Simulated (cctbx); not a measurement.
# Symmetry from intensities

Cell: a = 4.3710 Å, b = 4.3710 Å, c = 9.9940 Å, α = 90.00°, β = 90.00°, γ = 90.00°. Expected content of the cell: Ho2 Sb4 Zn1.

The data are simulated with cctbx, not measured: Cu Kα, λ = 1.54184 Å, to d = 0.83 Å, 70 % of the full sphere, strongest reflection 5000 counts, noise from counting, a 1.5 % proportional error and a noise floor of 15 counts (s.d.); no absorption, some extinction.

A first pass over the reflections prints:

```text
967 reflections to d = 0.830 A
centring   violations  <I/sigma> of those
    A        308 of   468      9.9
    B        301 of   466      9.8
    C        281 of   472      7.6
    I        282 of   482      7.3
    R        404 of   639      9.6
    F        445 of   703      9.1
Laue class    unique    Rint  (classes that these axes allow; Friedel mates merged)
P -1              621   0.047
P 1 2/m 1         389   0.051
P 1 1 2/m         364   0.051
P 2/m 1 1         385   0.049
P m m m           237   0.054
P 4/m             192   0.056
P 4/m m m         139   0.057
space group    extra absences  I>4sigma  <I/sigma>
P 4 2 2                 0          0         -  acentric
P 4 21 2                8          0       1.6  acentric
P 4 m m                 0          0         -  acentric
P -4 2 m                0          0         -  acentric
P -4 21 m               8          0       1.6  acentric
P -4 m 2                0          0         -  acentric
P 4/m m m               0          0         -  centric
P 4/n m m :1           33          0       1.2  centric
P 4/n m m :2           33          0       1.2  centric
Wilson B = 1.87 A^2   <|E^2-1|> = 0.771 (0.968 centric, 0.736 acentric)   E^2>4: 0.8 %
shell (A)         n   <I/sigma>
 5.00 - 1.64     24     30.6
 1.64 - 1.31     20     31.8
 1.31 - 1.15     15     19.5
 1.15 - 1.04     17     18.5
 1.04 - 0.97     19     26.6
 0.97 - 0.91     12     19.6
 0.91 - 0.87     16      9.2
 0.87 - 0.83     16     17.0
```

**Question.** What are the lattice type, the Laue class and the likely space group?

Every centring test has many violations, so the lattice is primitive.

Rint stays low (0.047 to 0.057) up to P 4/m m m, the highest class in these axes. It includes Bijvoet differences, since Friedel mates are merged.

9 settings pass the absence test. The most absences obeyed, 33, belong to P 4/n m m alone.

⟨|E²−1|⟩ = 0.771 leans to a non-centrosymmetric structure. The Wilson B of 1.87 Å² means U ≈ 0.0237 Å².

The true group is P-4m2 (no. 115), Laue class 4/mmm, non-centrosymmetric. It passes the tests but isn't the first choice, because the arrangement of the atoms makes further classes of reflections very weak or absent.

The model is made up (kin elements in a known structure type, no relaxation), so it says nothing on whether the phase exists.

[Logs are printed without paths, hosts, clocks, repeated set-up lines and the standing remarks that a program may print on its own settings, such as how far it seeks lower states.]
